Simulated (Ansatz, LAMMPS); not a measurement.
# Elastic response of glassy 76SiO2-9BaO-7SrO-4Li2O-4ZrO2 (mol %) (128 atoms), part 2 of 3

Aim: relax glassy 76SiO2-9BaO-7SrO-4Li2O-4ZrO2 (mol %) (128 atoms), then change its volume and shape to read moduli from the stress.

Ansatz 0.2.0; Kohn-Sham DFT, PBE, PAW (set soft_2), plane waves.

The cell: 34 Si, 4 Ba, 3 Sr, 4 Li, 2 Zr and 81 O. The quench rate of 100 K/ps is orders of magnitude faster than experiment. The network of bonds at the start is that of the classical potential that made the cell. The Brillouin zone is sampled at Γ only. The levels lack spin–orbit coupling.

So far. Step 2 (Single point at the start): The r.m.s. force at the start is 0.99 eV/Å. Step 3 (Cell and atoms relaxed): The relaxation converged after 24 steps, with a largest force component of 0.029 eV/Å.

### Step 4. Single point at the relaxed geometry

The electronic structure is read at the final geometry, in a run of its own.

The input, input.yaml:

```yaml
crystal:
  lattice:
    - [12.15779, -0.09053, -0.0737]
    - [-0.09053, 12.19686, 0.38308]
    - [-0.0737, 0.38308, 12.15499]
  atoms:
    - { symbol: Si, position: [0.47612, 0.94966, 0.31359] }
    - { symbol: Si, position: [0.44685, 0.01761, 0.94768] }
    - { symbol: Si, position: [0.9022, 0.40477, 0.6204] }
    - { symbol: Si, position: [0.4406, 0.83488, 0.79362] }
    - { symbol: Si, position: [0.29004, 0.15247, 0.78167] }
    - { symbol: Si, position: [0.09834, 0.58857, 0.00982] }
    [... 116 atom lines left out ...]
    - { symbol: O, position: [0.83912, 0.51014, 0.55126] }
    - { symbol: O, position: [0.81016, 0.3184, 0.66511] }
    - { symbol: O, position: [0.4502, 0.35046, 0.55227] }
    - { symbol: O, position: [0.93214, 0.75227, 0.54425] }
    - { symbol: O, position: [0.97014, 0.04262, 0.79753] }
    - { symbol: O, position: [0.5789, 0.04241, 0.95165] }
kpoints:
  mp_grid: { grid: [1, 1, 1] }
hamiltonian:
  xc: pbe
scf:
  occupations: { method: fixed }
output:
  forces: true
  stress: true
  populations: true
  dos:
    method: { smearing: { sigma: 0.08 } }
    de: 0.1
    projected: { site_lists: { Ba: [Ba], Li: [Li], O: [O], Si: [Si], Sr: [Sr] } }
  eigenvalues: true
  write_density: true
  write_potential: true
  volumetric_format: npy
  elf: true
```

On the command line:

```console
> ansatz run input.yaml --threads 4 --pin off --max-ram 8192MiB --backend cpu --events-out ev --progress --plain --runs-dir out
```

Numbers of over 12 decimals in the logs are rounded to 6 here.

Output:

```text
[...]
Crystal: 128 atoms, lattice volume = 1800.480 Å³
Basis set: ecut = 420 eV, 35219 PW (Γ), exchange–correlation on 180×180×180 points (8 copies of the dense FFT grid, shifted against one another)
Bands: 492, of which v1, the nominal top of the filled ones, is band 364 counted from 1 (363 counted from 0)
Symmetry: 1 space group operations
[...]
k-points: 1
[...]
SCF iter   1: F=—  HF=-111349.167906 eV  |F-HF|=—  |Δ(HF+E_count)|=         —  Δρ=2.16e-3  dr2=1.08e-1  ethr=1.77e-3  ⟨swp⟩=5.0  Hψ=1924  notcnv=0  defer=124
[...]
SCF iter   9: F=-111349.175763 eV  HF=-111349.175763 eV  |F-HF|=4.89e-9  |Δ(HF+E_count)|=   1.10e-8  Δρ=1.63e-6  dr2=4.83e-8  ethr=1.37e-11  ⟨swp⟩=23.0  Hψ=5621  notcnv=0
SCF 1 converged in 9 iterations: F = -111349.175763 eV  dr2 = 4.83e-8
[...]
WARN: The input density's exchange-correlation potential varies sharply where the density is thin. Do not read a vacuum level from v_tot or v_xc, or from such a field of the output density. On a cell that repeats whose density bears no net charge and no dipole along the vacuum's axis use v_es (v_loc + v_h of the components); [...]
SCF converged after 9 iterations
Free energy (F): -111349.175763 eV
[...]
Internal energy: -111349.175763 eV  (E = F + TS)
E sigma→0 (E₀):  -111349.175763 eV
Fermi energy:    4.386128 eV
[...]
--- Forces (eV/Å), atoms counted from 1 ---
  atom   1  Si    -0.00452591    -0.00251672    -0.00034037
  atom   2  Si    -0.00636764     0.00087573     0.00957928
  atom   3  Si     0.00452490     0.00888688     0.01311582
  atom   4  Si    -0.00434781    -0.00521628     0.00140584
  atom   5  Si     0.00915123     0.00935071    -0.00255700
  atom   6  Si    -0.00124266    -0.00058958    -0.00533980
  atom   7  Si    -0.00362394    -0.00008458    -0.00064653
  atom   8  Si    -0.00322279     0.00551498    -0.00812481
  atom   9  Si     0.00054091     0.00528310    -0.00358632
  atom  10  Si    -0.00221852    -0.00164404    -0.00314361
  atom  11  Si    -0.01751546     0.00655323    -0.00980539
  atom  12  Si     0.00373030    -0.00297844     0.00218309
  atom  13  Si     0.00944196    -0.00425209    -0.00667137
  atom  14  Si    -0.00344800    -0.00116626     0.00209513
[...]
atom 127  O      0.00202478     0.00255945    -0.00233364
  atom 128  O      0.00018030     0.00852267    -0.00319682
  max |Σ_I F_I| component: 6.58e-5 eV/Å
--- Stress (GPa, compression-positive) ---
        0.013556      -0.009467      -0.006927
       -0.009467       0.012943       0.018255
       -0.006924       0.018256       0.005026
  P = ⅓ Tr σ = 0.0105 GPa (0.105 kbar)
--- Band table (eV) ---
[...]
--- Löwdin populations: 128 sites ---
  site symbol       q [e]
     0     Si      2.3400
     1     Si      2.2411
     2     Si      2.3334
[...]
127      O      6.7851
  spilling = 0.012870 (of n_electrons = 728.000000)
```

Elapsed: 40 s, on 4 threads of Arm Neoverse V2, shared host; peak memory 2.8 GiB.

The program notes that the exchange-correlation potential is rough where the density is thin.

Numbers from this run:

| Quantity | Value |
| --- | --- |
| free energy | -111349.1758 eV |
| free energy per atom | -869.9154 eV/atom |
| SCF cycles | 9 |
| pressure | 0.01051 GPa |
| r.m.s. force component | 0.00726 eV/Å |
| longest force | 0.03121 eV/Å |
| Fermi energy | 4.386 eV |
| gap (highest filled to lowest empty level) | 3.729 eV |
| spilling of the projection | 0.01287 |

### Step 5. Volume -3 %

The relaxed cell is scaled evenly and the atoms are relaxed again; the stress at the end gives one point of P(V).

input.yaml, the sections that differ from step 4:

```yaml
crystal:
  lattice:
    - [12.03498, -0.08962, -0.07296]
    - [-0.08962, 12.07365, 0.37921]
    - [-0.07296, 0.37921, 12.0322]
  atoms:
    [... the 128 atom lines of step 4 ...]
output:
  forces: true
  eigenvalues: true
  stress: true
relax:
  f_tol: 0.05
  max_steps: 70
# kpoints, hamiltonian, scf: as in step 4
```

Output:

```text
Warning: output.stress: scf.convergence.dr2_threshold = 1e-7 eV (the SCF's general default) is looser than the 1.08e-8 eV advised for a printed stress (1e-10 eV for each atom of the cell: 128, of which 108 are counted). What an SCF threshold leaves in a stress goes as its square root, and in the free energy as the threshold itself, and one threshold admits the most on a small cell: [...]
[...]
Crystal: 128 atoms, lattice volume = 1746.466 Å³
Basis set: ecut = 420 eV, 34119 PW (Γ), exchange–correlation on 162×162×162 points (8 copies of the dense FFT grid, shifted against one another)
Bands: 492, of which v1, the nominal top of the filled ones, is band 364 counted from 1 (363 counted from 0)
Symmetry: 1 space group operations
[...]
k-points: 1
[...]
SCF iter   1: F=—  HF=-111348.350810 eV  |F-HF|=—  |Δ(HF+E_count)|=         —  Δρ=2.21e-3  dr2=1.11e-1  ethr=1.77e-3  ⟨swp⟩=5.0  Hψ=1924  notcnv=0  defer=124
[...]
SCF iter   5: F=—  HF=-111348.357874 eV  |F-HF|=—  |Δ(HF+E_count)|=   3.87e-5  Δρ=8.03e-5  dr2=1.04e-4  ethr=7.84e-8  ⟨swp⟩=2.0  Hψ=780  notcnv=0  defer=126
SCF iter   6: F=-111348.357880 eV  HF=-111348.357884 eV  |F-HF|=4.35e-6  |Δ(HF+E_count)|=   9.97e-6  Δρ=3.32e-5  dr2=1.75e-5  ethr=8.59e-9  ⟨swp⟩=20.0  Hψ=3894  notcnv=0
SCF 1 converged in 6 iterations: F = -111348.357880 eV  dr2 = 1.75e-5
[...]
relax step   1: F+E_penalty+E_count = -111348.35787976 eV  Δ(F+E_penalty+E_count) = +0.000e0 eV  max|allowed force component| = 5.813e-1 eV/Å  Δτ_max = 0.0000 Å  (6 SCF iters, dr2 threshold 6.25e-5 eV, accepted)
[...]
relax step   2: F+E_penalty+E_count = -111348.62309621 eV  Δ(F+E_penalty+E_count) = -2.652e-1 eV  max|allowed force component| = 3.688e-1 eV/Å  Δτ_max = 0.1693 Å  (6 SCF iters, dr2 threshold 2.11e-5 eV, accepted)
[...]
relax step   3: F+E_penalty+E_count = -111348.79908274 eV  Δ(F+E_penalty+E_count) = -1.760e-1 eV  max|allowed force component| = 2.894e-1 eV/Å  Δτ_max = 0.0929 Å  (7 SCF iters, dr2 threshold 8.50e-6 eV, accepted)
relax step   4: F+E_penalty+E_count = -111348.83760835 eV  Δ(F+E_penalty+E_count) = -3.853e-2 eV  max|allowed force component| = 1.526e-1 eV/Å  Δτ_max = 0.0304 Å  (5 SCF iters, dr2 threshold 3.37e-5 eV, accepted)
relax step   5: F+E_penalty+E_count = -111348.85889660 eV  Δ(F+E_penalty+E_count) = -2.129e-2 eV  max|allowed force component| = 1.069e-1 eV/Å  Δτ_max = 0.0209 Å  (6 SCF iters, dr2 threshold 6.47e-6 eV, accepted)
relax step   6: F+E_penalty+E_count = -111348.87111207 eV  Δ(F+E_penalty+E_count) = -1.222e-2 eV  max|allowed force component| = 7.611e-2 eV/Å  Δτ_max = 0.0175 Å  (6 SCF iters, dr2 threshold 3.17e-6 eV, accepted)
relax step   7: F+E_penalty+E_count = -111348.87780683 eV  Δ(F+E_penalty+E_count) = -6.695e-3 eV  max|allowed force component| = 6.332e-2 eV/Å  Δτ_max = 0.0151 Å  (6 SCF iters, dr2 threshold 2.84e-6 eV, accepted)
relax step   8: F+E_penalty+E_count = -111348.88293330 eV  Δ(F+E_penalty+E_count) = -5.126e-3 eV  max|allowed force component| = 5.777e-2 eV/Å  Δτ_max = 0.0190 Å  (8 SCF iters, accepted)
[...]
relax step   9: F+E_penalty+E_count = -111348.88603151 eV  Δ(F+E_penalty+E_count) = -3.098e-3 eV  max|allowed force component| = 4.948e-2 eV/Å  Δτ_max = 0.0164 Å  (7 SCF iters, accepted)
SCF converged after 7 iterations
Free energy (F): -111348.886032 eV
[...]
Internal energy: -111348.886032 eV  (E = F + TS)
E sigma→0 (E₀):  -111348.886032 eV
Fermi energy:    4.669110 eV
[...]
Σ components = -111348.886032   (vs F -111348.886032, Δ=0.00e0)
--- Forces (eV/Å), atoms counted from 1 ---
  atom   1  Si     0.01622914     0.00257947    -0.01624176
  atom   2  Si    -0.01931662    -0.00338315     0.00583437
  atom   3  Si    -0.00319571    -0.00597048     0.01098127
  atom   4  Si    -0.00974279    -0.03374664    -0.01716974
[...]
atom 128  O     -0.00310905    -0.01170926     0.01046259
  max |Σ_I F_I| component: 1.95e-4 eV/Å
--- Stress (GPa, compression-positive) ---
        1.606360       0.053744      -0.068186
        0.053745       1.626107       0.038094
       -0.068184       0.038095       1.694628
  P = ⅓ Tr σ = 1.6424 GPa (16.424 kbar)
--- Band table (eV) ---
[...]
--- Relaxed structure (9 steps of the walk, 9 accepted, 0 SCFs on fresh bases) ---
  F+E_penalty+E_count = -111348.88603151 eV   max|allowed force component| = 4.948e-2 eV/Å
  atoms:
    - { symbol: Si, position: [0.478568, 0.951623, 0.314820] }
    - { symbol: Si, position: [0.444311, 0.013524, 0.949976] }
    - { symbol: Si, position: [0.906562, 0.406527, 0.618902] }
    - { symbol: Si, position: [0.442030, 0.831046, 0.795190] }
[...]
- { symbol: O, position: [0.576685, 0.041700, 0.951605] }
```

Elapsed: 3.8 min, on 4 threads; peak memory 2.7 GiB; 15 min of CPU time.

The program notes that the SCF threshold is loose for the stress.

The relaxation converged after 9 steps, 0.528 eV below its start, with a largest force component of 0.049 eV/Å.

Volume -3 %: the energy stands 0.290 eV above that of the reference, at a pressure of 1.64 GPa.

### Step 6. Volume +3 %

The relaxed cell is scaled to another volume.

Input and log are left out; they have the form of those shown for this kind of step.

It took 3.8 min on 4 threads of Arm Neoverse V2, shared host; peak memory 2.9 GiB; 15 min of CPU time.

The relaxation converged after 8 steps, 0.491 eV below its start, with a largest force component of 0.037 eV/Å.

Volume +3 %: the energy stands 0.237 eV above that of the reference, at a pressure of -1.41 GPa.

### Step 7. Volume -6 %

The relaxed cell is scaled to another volume.

Input and log are left out; they have the form of those shown for this kind of step.

Run time: 5.7 min. Hardware: 4 threads of Arm Neoverse V2, shared host; peak memory 2.6 GiB.

The relaxation converged after 13 steps, 2.31 eV below its start, with a largest force component of 0.047 eV/Å.

Volume -6 %: the energy stands 1.11 eV above that of the reference, at a pressure of 3.30 GPa.

### Step 8. Volume +6 %

The relaxed cell is scaled to another volume.

input.yaml, the sections that differ from step 5:

```yaml
crystal:
  lattice:
    - [12.39624, -0.09231, -0.07515]
    - [-0.09231, 12.43607, 0.39059]
    - [-0.07515, 0.39059, 12.39338]
  atoms:
    [... the 128 atom lines of step 4 ...]
# kpoints, hamiltonian, scf, output, relax: as in step 5
```

Output:

```text
[...]
Crystal: 128 atoms, lattice volume = 1908.508 Å³
Basis set: ecut = 420 eV, 37347 PW (Γ), exchange–correlation on 180×180×180 points (8 copies of the dense FFT grid, shifted against one another)
Bands: 492, of which v1, the nominal top of the filled ones, is band 364 counted from 1 (363 counted from 0)
Symmetry: 1 space group operations
[...]
k-points: 1
[...]
SCF iter   1: F=—  HF=-111346.413455 eV  |F-HF|=—  |Δ(HF+E_count)|=         —  Δρ=2.11e-3  dr2=1.05e-1  ethr=1.77e-3  ⟨swp⟩=5.0  Hψ=1923  notcnv=0  defer=124
[...]
SCF iter   5: F=—  HF=-111346.422581 eV  |F-HF|=—  |Δ(HF+E_count)|=   3.24e-5  Δρ=8.37e-5  dr2=1.28e-4  ethr=8.83e-8  ⟨swp⟩=2.0  Hψ=780  notcnv=0  defer=126
SCF iter   6: F=-111346.422592 eV  HF=-111346.422597 eV  |F-HF|=4.24e-6  |Δ(HF+E_count)|=   1.57e-5  Δρ=3.31e-5  dr2=1.97e-5  ethr=8.59e-9  ⟨swp⟩=18.0  Hψ=3894  notcnv=0
SCF 1 converged in 6 iterations: F = -111346.422592 eV  dr2 = 1.97e-5
[...]
relax step   1: F+E_penalty+E_count = -111346.42259240 eV  Δ(F+E_penalty+E_count) = +0.000e0 eV  max|allowed force component| = 1.006e0 eV/Å  Δτ_max = 0.0000 Å  (6 SCF iters, dr2 threshold 6.25e-5 eV, accepted)
[...]
relax step   2: F+E_penalty+E_count = -111347.40034581 eV  Δ(F+E_penalty+E_count) = -9.778e-1 eV  max|allowed force component| = 6.250e-1 eV/Å  Δτ_max = 0.1938 Å  (6 SCF iters, dr2 threshold 6.32e-5 eV, accepted)
[...]
relax step   3: F+E_penalty+E_count = -111347.94895243 eV  Δ(F+E_penalty+E_count) = -5.486e-1 eV  max|allowed force component| = 5.602e-1 eV/Å  Δτ_max = 0.1562 Å  (7 SCF iters, dr2 threshold 2.44e-5 eV, accepted)
relax step   4: F+E_penalty+E_count = -111348.10698391 eV  Δ(F+E_penalty+E_count) = -1.580e-1 eV  max|allowed force component| = 2.280e-1 eV/Å  Δτ_max = 0.2000 Å  (6 SCF iters, dr2 threshold 1.00e-4 eV, accepted)
relax step   5: F+E_penalty+E_count = -111348.16451269 eV  Δ(F+E_penalty+E_count) = -5.753e-2 eV  max|allowed force component| = 1.643e-1 eV/Å  Δτ_max = 0.0510 Å  (6 SCF iters, dr2 threshold 8.61e-6 eV, accepted)
relax step   6: F+E_penalty+E_count = -111348.20058832 eV  Δ(F+E_penalty+E_count) = -3.608e-2 eV  max|allowed force component| = 1.402e-1 eV/Å  Δτ_max = 0.0393 Å  (6 SCF iters, dr2 threshold 4.47e-6 eV, accepted)
relax step   7: F+E_penalty+E_count = -111348.16612455 eV  Δ(F+E_penalty+E_count) = +3.446e-2 eV  max|allowed force component| = 4.172e-1 eV/Å  Δτ_max = 0.1372 Å  (8 SCF iters, dr2 threshold 1.02e-5 eV, rejected (line search))
relax step   8: F+E_penalty+E_count = -111348.23774711 eV  Δ(F+E_penalty+E_count) = -3.716e-2 eV  max|allowed force component| = 6.529e-2 eV/Å  Δτ_max = 0.0673 Å  (9 SCF iters, accepted)
relax step   9: F+E_penalty+E_count = -111348.24234590 eV  Δ(F+E_penalty+E_count) = -4.599e-3 eV  max|allowed force component| = 6.953e-2 eV/Å  Δτ_max = 0.0138 Å  (7 SCF iters, accepted)
relax step  10: F+E_penalty+E_count = -111348.24650658 eV  Δ(F+E_penalty+E_count) = -4.161e-3 eV  max|allowed force component| = 7.210e-2 eV/Å  Δτ_max = 0.0251 Å  (8 SCF iters, accepted)
relax step  11: F+E_penalty+E_count = -111348.24798459 eV  Δ(F+E_penalty+E_count) = -1.478e-3 eV  max|allowed force component| = 5.530e-2 eV/Å  Δτ_max = 0.0164 Å  (5 SCF iters, dr2 threshold 5.20e-6 eV, accepted)
[...]
relax step  12: F+E_penalty+E_count = -111348.24950907 eV  Δ(F+E_penalty+E_count) = -1.524e-3 eV  max|allowed force component| = 4.309e-2 eV/Å  Δτ_max = 0.0106 Å  (7 SCF iters, accepted)
SCF converged after 7 iterations
Free energy (F): -111348.249509 eV
[...]
Internal energy: -111348.249509 eV  (E = F + TS)
E sigma→0 (E₀):  -111348.249509 eV
Fermi energy:    3.821924 eV
[...]
Σ components = -111348.249509   (vs F -111348.249509, Δ=0.00e0)
--- Forces (eV/Å), atoms counted from 1 ---
  atom   1  Si     0.02005063     0.01215012     0.01560652
  atom   2  Si     0.00384307    -0.00105810    -0.00295051
  atom   3  Si     0.00294572    -0.00001705    -0.01043909
  atom   4  Si    -0.00218519     0.01035606     0.00877252
[...]
atom 128  O     -0.00186712    -0.00165194     0.00433931
  max |Σ_I F_I| component: 1.66e-4 eV/Å
--- Stress (GPa, compression-positive) ---
       -2.653857      -0.296075       0.105912
       -0.296076      -2.661698       0.173021
        0.105914       0.173020      -2.966215
  P = ⅓ Tr σ = -2.7606 GPa (-27.606 kbar)
--- Band table (eV) ---
[...]
--- Relaxed structure (12 steps of the walk, 11 accepted, 0 SCFs on fresh bases) ---
  F+E_penalty+E_count = -111348.24950907 eV   max|allowed force component| = 4.309e-2 eV/Å
  atoms:
    - { symbol: Si, position: [0.471974, 0.947272, 0.311568] }
    - { symbol: Si, position: [0.451386, 0.025089, 0.943666] }
    - { symbol: Si, position: [0.896815, 0.401657, 0.619843] }
    - { symbol: Si, position: [0.437488, 0.843325, 0.792137] }
[...]
- { symbol: O, position: [0.582593, 0.045144, 0.951494] }
```

Run time: 5.8 min. Hardware: 4 threads; peak memory 2.9 GiB.

The relaxation converged after 12 steps, 1.83 eV below its start, with a largest force component of 0.043 eV/Å.

Volume +6 %: the energy stands 0.926 eV above that of the reference, at a pressure of -2.76 GPa.

### Step 9. Volume -10 %

The relaxed cell is scaled to another volume.

Input and log are left out; they have the form of those shown for this kind of step.

Wall time 6.9 min (4 threads of Arm Neoverse V2, shared host); peak memory 2.5 GiB.

The relaxation converged after 17 steps, 7.05 eV below its start, with a largest force component of 0.039 eV/Å.

Volume -10 %: the energy stands 3.13 eV above that of the reference, at a pressure of 5.90 GPa.

[end of part 2 of 3]

[Logs are printed without paths, hosts, clocks, repeated set-up lines and the standing remarks that a program may print on its own settings, such as how far it seeks lower states.]

[Hosts, paths, dates, database ids (printed as entryN), source tags and the programs' standing remarks are cut or masked in the printed files.]
